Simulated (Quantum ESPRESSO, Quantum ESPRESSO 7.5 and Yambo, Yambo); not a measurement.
## BiOBr (P4/nmm): Bethe-Salpeter spectra with Yambo

Aim: the absorption spectrum of BiOBr (P4/nmm) with electron-hole interaction, and what each part of the kernel does.

Program: Quantum ESPRESSO 7.5 and Yambo 5.3.0. Level of theory: PBEsol and many-body steps on it, plane waves. Results are calculated unless marked as measured.

The database entry behind the starting cell differs from later determinations by our own check (0.1 to 0.3 % short, probably kX units), so it need not match the best structure at ambient conditions.

**1. The structure**

Symmetry: P4/nmm, No. 129, tetragonal system. The conventional cell has a = 3.916 Å, b = 3.916 Å, c = 8.077 Å, α = 90.00°, β = 90.00°, γ = 90.00°. Nearest to Bi lie 4 O at 2.32 Å and 4 Br at 3.18 Å. Br has 4 Bi at 3.18 Å nearest. Nearest to O lie 4 Bi at 2.32 Å. Farther neighbours and most contacts between anions are not listed.

The cell and positions come from the Crystallography Open Database and are kept as given unless a step says otherwise.

**2. Empty states on the mesh, 4×4×2 mesh, 260 bands**

This step: Quantum ESPRESSO 7.5; DFT, PBEsol with spin-orbit coupling, plane waves, norm-conserving pseudopotentials.

The sums over transitions need many empty states on a uniform mesh; this step solves for them.

The input, pw.in:

```
&control
  calculation = 'nscf'
  prefix = 'x'
  outdir = 'o'
  pseudo_dir = 'pseudo'
/
&system
  ibrav = 0
  nat = 6
  ntyp = 3
  ecutwfc = 76.0
  nbnd = 260
  force_symmorphic = .true.
  noncolin = .true.
  lspinorb = .true.
/
&electrons
  conv_thr = 1e-9
  electron_maxstep = 80
  diago_full_acc = .true.
  diago_thr_init = 5e-6
/
ATOMIC_SPECIES
  Bi 208.98 Bi.upf
  Br 79.904 Br.upf
  O 15.999 O.upf
CELL_PARAMETERS angstrom
  3.9160000000 0.0000000000 0.0000000000
  0.0000000000 3.9160000000 0.0000000000
  0.0000000000 0.0000000000 8.0770000000
ATOMIC_POSITIONS crystal
  Bi 0.0000000000 0.5000000000 0.1540000000
  Bi 0.5000000000 0.0000000000 0.8460000000
  Br 0.0000000000 0.5000000000 0.6530000000
  Br 0.5000000000 0.0000000000 0.3470000000
  O 0.0000000000 0.0000000000 0.0000000000
  O 0.5000000000 0.5000000000 0.0000000000
K_POINTS automatic
  4 4 2 0 0 0
```

Started as:

```sh
$ OMP_NUM_THREADS=1 mpirun -n 16 pw.x -nk 4 -in pw.in > pw.out
```

The log of the run:

```text
Program PWSCF v.7.5 starts

     This program is part of the open-source Quantum ESPRESSO suite
     for quantum simulation of materials; please cite
         "P. Giannozzi et al., J. Phys.:Condens. Matter 21 395502 (2009);
         "P. Giannozzi et al., J. Phys.:Condens. Matter 29 465901 (2017);
         "P. Giannozzi et al., J. Chem. Phys. 152 154105 (2020);
     in publications or presentations arising from this work. More details at

     Atomic positions and unit cell read from directory:
     o/x.save/

     Message from routine setup:
[...]
6.4021   6.4021   7.0142   7.0142   7.1764   7.1764   7.3640   7.3640
     [... 21 further rows ...]
    47.2836  47.2836  47.4223  47.4223  47.6639  47.6639  47.9175  47.9175
    47.9648  47.9648  48.7471  48.7472

          k = 0.0000 0.2500-0.2424 (  9332 PWs)   bands (ev):

     [... further k-points ...]

     highest occupied, lowest unoccupied level (ev):     9.5638   11.4709

     XML data file, pseudopotentials, collected wavefunctions

=------------------------------------------------------------------------------=
   JOB DONE.
=------------------------------------------------------------------------------=
```

The job ended after 83 s (16 MPI ranks of Arm Neoverse V2, shared host; peak memory 2.7 GiB).

This step gave:

| Property | Result |
| --- | --- |
| gap | 1.907 eV |
| k of the valence top | 0, -0.5, -0.5 |
| k of the conduction bottom | 0, 0, -0.5 |
| least direct gap | 1.909 eV |
| k points computed | 12 |
| lowest point of the top converged band, above the valence top | 38.12 eV |

On this mesh the gap is 1.907 eV.

The density comes from a self-consistent run that is not shown, made with spin-orbit coupling and fully relativistic files.

**3. Conversion and set-up**

This step: Yambo 5.3.0; conversion and set-up on PBEsol with spin-orbit coupling, plane waves, norm-conserving pseudopotentials.

The states are converted to the many-body program's format and the q mesh is built.

Started as:

```sh
$ (cd o/x.save; p2y > p2y.log; mv SAVE ../..); yambo > setup.log
```

The log of the run:

```text
 Yambo, version 5.3.0

 [02] CORE Variables Setup
 =========================

  [02.01] Unit cells
  ==================

  Cell kind             :  Unknown
  Atoms in the cell     :  Bi  Br  O
  number of Bi atoms    :  2
  number of Br atoms    :  2
  number of O  atoms    :  2

  List of atomic masses
  Mass of Bi    :  208.9800
  Mass of Br    :  79.90400
  Mass of O     :  15.99900

  List of atomic coordinates    : [cc]
  Bi1       :  0.000000  3.700084  2.350551  order 1
  Bi2       :   3.70008   0.00000  12.91277  order 2
[...]
K/Q-points units:
 rlu = crystal or reduced units; cc = cartesian coordinates; iku = interal k-units

 Q [ 1]         [rlu]:  0.000000  0.000000  0.000000
 Q [ 2]         [rlu]:  0.000000  0.000000 -0.500000
 Q [ 3]         [rlu]:  0.000000  0.250000  0.000000
[...]
Q [ 8]         [rlu]:  0.250000  0.250000 -0.500000
 Q [ 9]         [rlu]:  0.250000 -0.500000  0.000000
 Q [10]         [rlu]:  0.250000 -0.500000 -0.500000
 Q [11]         [rlu]: -0.500000 -0.500000  0.000000
 Q [12]         [rlu]: -0.500000 -0.500000 -0.500000

  [03.01] X indexes
  =================

   [03.01.01] Sigma indexes
   ========================

 [06] Game Over & Game summary
```

Elapsed: 4.9 s, on 1 MPI rank; peak memory 0.25 GiB.

**4. Screening and self-energy, 4×4×2 mesh, 260 bands, screening to 88.4 eV**

G0W0 replaces the xc potential by the self-energy, built once from these orbitals. Only a window of levels is corrected, while the sums run over the empty bands that the input names.

This step: G0W0 on PBEsol with spin-orbit coupling, plane waves, norm-conserving pseudopotentials.

The input, gw1.in:

```
HF_and_locXC
gw0
dyson
ppa
em1d
rim_cut
RandQpts= 1000000
RandGvec= 1 RL
EXXRLvcs= 76 Ry
VXCRLvcs= 304 Ry
Chimod= "HARTREE"
% BndsRnXp
 1 | 260 |
%
NGsBlkXp= 6.5 Ry
% LongDrXp
 1 | 1 | 1 |
%
% GbndRnge
 1 | 260 |
%
DysSolver= "n"
ExtendOut
PPAPntXp= 27.21138 eV
% QPkrange
 6 | 6 | 89 | 96 |
 2 | 2 | 89 | 96 |
 1 | 1 | 89 | 96 |
%
```

Started as:

```sh
$ OMP_NUM_THREADS=4 mpirun -n 4 yambo -F gw1.in -J gw1 -C gw1 > gw1.log
```

The log of the run:

```text
 Yambo, version 5.3.0

 [02] CORE Variables Setup
 =========================

  [... cell, symmetries and grids as in the set-up ...]

  [02.05] Energies & Occupations
  ==============================

  [X] === General ===
  [X] Electronic Temperature                        :  0.000000  0.000000 [eV K]
  [X] Bosonic    Temperature                        :  0.000000  0.000000 [eV K]
  [X] Finite Temperature mode                       : no
  [X] El. density                                   :  0.74277E+24 [cm-3]
[...]
QP @ state[ 1 ] b range                          :   89   96
   QP @ state[ 2 ] K range                          :   6   6
   QP @ state[ 2 ] b range                          :   89   96
   GF energies kind                                 : Perdew, Burke & Ernzerhof SOL(X)+Perdew, Burke & Ernzerhof SOL(C)
   GF WF`s kind                                     : Perdew, Burke & Ernzerhof SOL(X)+Perdew, Burke & Ernzerhof SOL(C)
   Xs energies kind                                 : Perdew, Burke & Ernzerhof SOL(X)+Perdew, Burke & Ernzerhof SOL(C)
   Xs WF`s kind                                     : Perdew, Burke & Ernzerhof SOL(X)+Perdew, Burke & Ernzerhof SOL(C)

 [11] Game Over & Game summary
```

Run time: 7.1 min. Hardware: 4 MPI ranks; peak memory 14 GiB.

This step gave:

* G0W0 gap on the points computed: 3.296 eV
* starting gap on the mesh: 1.907 eV
* k of the valence top: 0, -0.5, -0.5
* k of the conduction bottom: 0, 0, -0.5
* least direct G0W0 gap on the computed points: 3.740 eV

The gap on the mesh goes from 1.91 eV to 3.30 eV, a correction of +1.39 eV.

The gap opens by 1.389 eV; the next steps shift the empty bands rigidly by 1.831 eV, the correction at the start's least direct gap.

**5. Excitons**

Optical absorption needs the electron-hole interaction, solved here in a basis of vertical transitions on the mesh.

This step: Bethe-Salpeter equation on PBEsol with a scissors shift with spin-orbit coupling, plane waves, norm-conserving pseudopotentials.

The input, bse3.in:

```
optics
bss
bse
em1s
dipoles
rim_cut
RandQpts= 1000000
RandGvec= 1 RL
Chimod= "HARTREE"
BSKmod= "SEX"
BSEmod= "resonant"
BSSmod= "d"
BSENGexx= 30 Ry
BSENGBlk= 6 Ry
% BSEQptR
 1 | 1 |
%
% BSEBands
 81 | 104 |
%
% BEnRange
 0 | 9 | eV
%
% BDmRange
 0.1 | 0.1 | eV
%
BEnSteps= 181
% BLongDir
 1 | 0 | 0 |
%
% BndsRnXs
 1 | 170 |
%
NGsBlkXs= 6 Ry
% LongDrXs
 1 | 1 | 1 |
%
% KfnQP_E
 1.831 | 1.0 | 1.0 |
%
WRbsWF
```

Started as:

```sh
$ OMP_NUM_THREADS=4 mpirun -n 4 yambo -F bse3.in -J bse3 -C bse3 > bse3.log
```

The log of the run:

```text
 Yambo, version 5.3.0

 [02] CORE Variables Setup
 =========================

  [... cell, symmetries and grids as in the set-up ...]

  [02.05] Energies & Occupations
  ==============================

  [X] === General ===
  [X] Electronic Temperature                        :  0.000000  0.000000 [eV K]
  [X] Bosonic    Temperature                        :  0.000000  0.000000 [eV K]
  [X] Finite Temperature mode                       : no
  [X] El. density                                   :  0.74277E+24 [cm-3]
  [X] Fermi Level                                   :  9.563776 [eV]

  [X] === Gaps and Widths ===
  [X] Conduction Band Min                           :  1.907092 [eV]
  [X] Valence Band Max                              :  0.000000 [eV]
  [X] Filled Bands                                  :   92
  [X] Empty Bands                                   :   93  260
  [X] Direct Gap                                    :  1.908719 [eV]
  [X] Direct Gap localized at k                     :  2
  [X] Indirect Gap                                  :  1.907092 [eV]
  [X] Indirect Gap between kpts                     :   6   2
  [X] Last valence band width                       :  1.039323 [eV]
  [X] 1st conduction band width                     :  1.621804 [eV]

 [03] Transferred momenta grid and indexing
 ==========================================

 [BZ sampling] Q-grid is User defined and/or read from the database

 IBZ Q-points                                      :  12
 BZ  Q-points                                      :   32

 K/Q-points units:
 rlu = crystal or reduced units; cc = cartesian coordinates; iku = interal k-units

 Q [ 1]         [rlu]:  0.000000  0.000000  0.000000
 Q [ 2]         [rlu]:  0.000000  0.000000 -0.500000
 Q [ 3]         [rlu]:  0.000000  0.250000  0.000000
 Q [ 4]         [rlu]:  0.000000  0.250000 -0.500000
 Q [ 5]         [rlu]:  0.000000 -0.500000  0.000000
 Q [ 6]         [rlu]:  0.000000 -0.500000 -0.500000
 Q [ 7]         [rlu]:  0.250000  0.250000  0.000000
 Q [ 8]         [rlu]:  0.250000  0.250000 -0.500000
 Q [ 9]         [rlu]:  0.250000 -0.500000  0.000000
 Q [10]         [rlu]:  0.250000 -0.500000 -0.500000
 Q [11]         [rlu]: -0.500000 -0.500000  0.000000
 Q [12]         [rlu]: -0.500000 -0.500000 -0.500000

  [03.01] X + BSE indexes
  =======================

   [03.01.01] Sigma indexes
   ========================

 [04] Coloumb potential Random Integration (RIM)
 ===============================================

  [04.01] RIM initialization
  ==========================

  * Diagonal components only detected *

  8 x (sBL volume)        :  0.074190 [a.u.]
  sBZ random points       :  1000000
  Points outside the sBZ  :   7992674
  RL volume               :  0.296761 [a.u.]
  Integrated volume       :  0.297034 [a.u.]

  [04.02] RIM integrals
  =====================

  Gamma point sphere radius             :  0.076220 [a.u.]
  Points outside the sphere             :   799854
  [Int_sBZ(q=0) 1/q^2]*(Vol_sBZ)^(-1/3) =:  7.677820
                                 should be <:  7.795600

  Summary of Coulomb integrals for non-metallic bands |Q|[au] RIM/Bare

  Q [1] 0.100000E-4 0.984892 * Q [2] 0.205826 1.039738
  Q [3] 0.212265 1.055944 * Q [4] 0.295670 1.048372
  Q [7] 0.300188 1.052397 * Q [8] 0.363974 1.035934
  Q [5] 0.424530 1.021008 * Q [6] 0.471795 1.018539
  Q [9] 0.474639 1.018885 * Q [10] 0.517346 1.016385
  Q [11] 0.600376 1.012713 * Q [12] 0.634678 1.011433

 [WARNING] [Xs] User bands 1-170 break level degeneracy

 [05] External/Internal QP corrections
 =====================================

 [QP_apply] Action to be applied: USER defined scissor

  [05.01]  QP corrections report
  ==============================

  [K+QP] === General ===
  [K+QP] Electronic Temperature                     :  0.000000  0.000000 [eV K]
  [K+QP] Bosonic    Temperature                     :  0.000000  0.000000 [eV K]
  [K+QP] Finite Temperature mode                    : no
  [K+QP] El. density                                :  0.74277E+24 [cm-3]
[...]
[coarse-grid] Minimum Gap Correction  [ev]:  1.831000

  Eqp @ K [ 1]
  -151.8311 -151.8311 -151.8311 -151.8311 -108.4418 -108.4418 -108.4418 -108.4418
  -83.71939 -83.71939 -83.71901 -83.71901 -83.71136 -83.71136 -83.71112 -83.71112
  -59.79959 -59.79959 -59.79956 -59.79956 -59.77622 -59.77622 -59.77617 -59.77617
  -58.71949 -58.71949 -58.71947 -58.71947 -58.69944 -58.69944 -58.69934 -58.69934
  -58.68946 -58.68946 -58.68943 -58.68943 -23.44487 -23.44487 -23.41524 -23.41524
  -23.40525 -23.40525 -23.39105 -23.39105 -20.61340 -20.61340 -20.46047 -20.46047
[...]
[... 11 further rows ...]
[...]
Eqp @ K [ 2]
[...]
[... 11 further rows ...]
[...]
Eqp @ K [ 3]
[...]
[... 11 further rows ...]
[...]
Eqp @ K [ 4]
[...]
[... 11 further rows ...]
[...]
Eqp @ K [ 5]
[...]
[... 11 further rows ...]
[...]
Eqp @ K [ 6]
[...]
[... 11 further rows ...]
[...]
Eqp @ K [ 7]
[...]
[... 11 further rows ...]
[...]
Eqp @ K [ 8]
[...]
[... 11 further rows ...]
[...]
Eqp @ K [ 9]
[...]
-3.231368 -3.231364 -3.201127 -3.201122 -2.126933 -2.126932 -1.925956 -1.925955
     [... 77 further rows ...]
   25.07222  25.07222  25.07222  25.07222  25.60779  25.60779  25.60779  25.60779
   25.75295  25.75295  25.75295  25.75295  26.18904  26.18904  26.18905  26.18905

 [06] Dipoles
 ============

  [06.01] Setup: observables and procedures
  =========================================

  [WARNING] [x,Vnl] slows the Dipoles computation. To neglect it rename the ns.kb_pp file

  [WARNING] [r,Vnl^pseudo] included in position and velocity dipoles.

  [WARNING] In case H contains other non local terms, these are neglected

 [07] Static Dielectric Matrix
 =============================

 [WR./bse3//ndb.em1s]------------------------------------------------------------
  Brillouin Zone Q/K grids (IBZ/BZ)                :   12   32   12   32
  RL vectors                                       :  11473 [WF]
  Coulomb cutoff potential                         : none
  Electronic Temperature                           :  0.000000 [K]
  Bosonic    Temperature                           :  0.000000 [K]
  Static diel. fun.  energies                      : Perdew, Burke & Ernzerhof SOL(X)+Perdew, Burke & Ernzerhof SOL(C)
  wavefunctions                                    : Perdew, Burke & Ernzerhof SOL(X)+Perdew, Burke & Ernzerhof SOL(C)
  Global Gauge                                     : length
  X matrix size                                    :  205
  X band range                                     :    1  170
  X e/h energy range                               : -1.000000 -1.000000 [eV]
  X Time ordering                                  : T
  X Hxc Kernel                                     : HARTREE
  X Drude frequency                                :  0.000000  0.000000
  X poles                                          :  100.0000 [o/o]
  RL vectors in the sum                            :  11473
  [r,Vnl] included                                 : yes
  Field direction                                  :  0.577350E-5  0.577350E-5  0.577350E-5
  BZ energy Double Grid                            : no
  BZ energy DbGd points                            : 0
  BZ Q point size factor                           : -1.000000
  X Optical Averaged directions                    : none

 [08] Bethe Salpeter Equation driver
 ===================================

  [08.01] Bethe Salpeter Equation @q1
  ===================================

   [08.01.01] Transition pre-analysis @q1
   ======================================

   [08.01.02] Transition Groups build-up @q1
   =========================================

   [BSK] Transition groups (total):  24
   [BSK] Size (resonant):   4608
   [BSK]         (total):   4608
   [BSK] N. of matrices :  1

   [08.01.03] Loading Dipoles @q1
   ==============================

   [08.01.04] Independent Particles properties @q1
   ===============================================

   ==========================================================

   [BSE] Exchange components :  2355
   [BSE] Correlation components :   205   719

    [08.01.05.01] Screened interaction header I/O
    =============================================

    [08.01.05.02] Main kernel loop
    ==============================

    [08.01.05.03] Wave-Function Phases
    ==================================

    [BSE] WF phases found       :  35.06944 [o/o]

   [08.01.06] BSE solver(s) @q1
   ============================

   [08.01.07] Diago Solver @q1
   ===========================

 [11] Game Over & Game summary
```

Wall time 9.1 min (4 MPI ranks); peak memory 4.4 GiB; 66 min of CPU time.

Numbers from this step:

* transitions in the window: 4608
* direct gap of the transition levels: 3.740 eV
* lowest state: 3.435 eV
* first strong exciton (over a fiftieth of the strongest listed): 3.513 eV
* binding of the lowest state below the direct gap: 0.3046 eV
* Coulomb term of one mesh cell: 0.3434 eV

The binding is 0.89 times the screened Coulomb term of one mesh cell (0.34 eV), so it is not shown settled.

The lowest state lies at 3.435 eV, 0.305 eV under the direct gap.

Lines within 3 meV are set at the lowest of them, and the highest group, which the list may cut short, is left out. Exciton lines, with heights relative to the strongest:

```csv
position (eV),lines merged,"strength, relative"
3.435,3,0.4
3.448,1,0.0
3.511,3,66
3.522,1,0.0
3.674,4,0.7
3.752,4,100
4.074,1,0.0
4.077,2,39
4.098,1,0.0
4.125,2,0.0
```

The ε₂ has structure finer than the step of the table below, so its rows give means over 0.2 eV, whole bins alone (the curve runs from 0 to 9 eV). Peaks (eV: height): BSE 4.25: 17.6, 4.75: 13.9, 5.30: 14.6, 6.15: 12.7, 6.85: 9.23; no electron-hole interaction 5.30: 12.9, 5.75: 14.5, 6.45: 9.69, 7.40: 8.94, 8.10: 9.36.

Field along x; broadening 0.1 eV; transition window only. Limits: finite bands, cutoff and mesh; coarse k mesh; exciton not shown settled in the k mesh. Table of ε₂ by photon energy; means over each step:

```csv
photon energy (eV),BSE,no electron-hole interaction
0.2,0.0507,0.0388
0.4,0.0552,0.0418
0.6,0.0605,0.0452
0.8,0.0665,0.0491
1.0,0.0736,0.0535
1.2,0.0820,0.0586
1.4,0.0920,0.0645
1.6,0.104,0.0714
1.8,0.119,0.0796
2.0,0.138,0.0894
2.2,0.162,0.101
2.4,0.194,0.116
2.6,0.239,0.136
2.8,0.306,0.161
3.0,0.420,0.197
3.2,0.670,0.251
3.4,1.67,0.351
3.6,2.90,0.629
3.8,3.82,1.55
4.0,5.84,2.13
4.2,15.4,2.08
4.4,11.8,4.26
4.6,11.1,7.89
4.8,12.6,8.05
5.0,11.3,8.94
5.2,12.9,12.0
5.4,11.9,11.5
5.6,6.99,10.9
5.8,4.92,13.6
6.0,7.79,9.45
6.2,10.9,6.62
6.4,8.44,8.59
6.6,7.52,8.12
6.8,8.56,7.34
7.0,7.57,7.22
7.2,6.67,7.98
7.4,6.97,8.45
7.6,5.83,7.52
7.8,4.45,8.08
8.0,3.13,9.01
8.2,2.49,8.13
8.4,2.47,4.96
8.6,1.69,4.75
8.8,1.20,4.02
```

(Continued in part 2 of 3.)

[Paths, hosts, dates, memory and timing lines, banners, echoed tables and standing remarks are left out of the program output.]

[Logs are printed without paths, hosts, clocks, repeated set-up lines and the standing remarks that a program may print on its own settings, such as how far it seeks lower states.]

[Runs of the session that timed out or met a known fault of the program may be left out.]

[Hosts, paths, dates, database ids (printed as entryN), source tags and the programs' standing remarks are cut or masked in the printed files.]
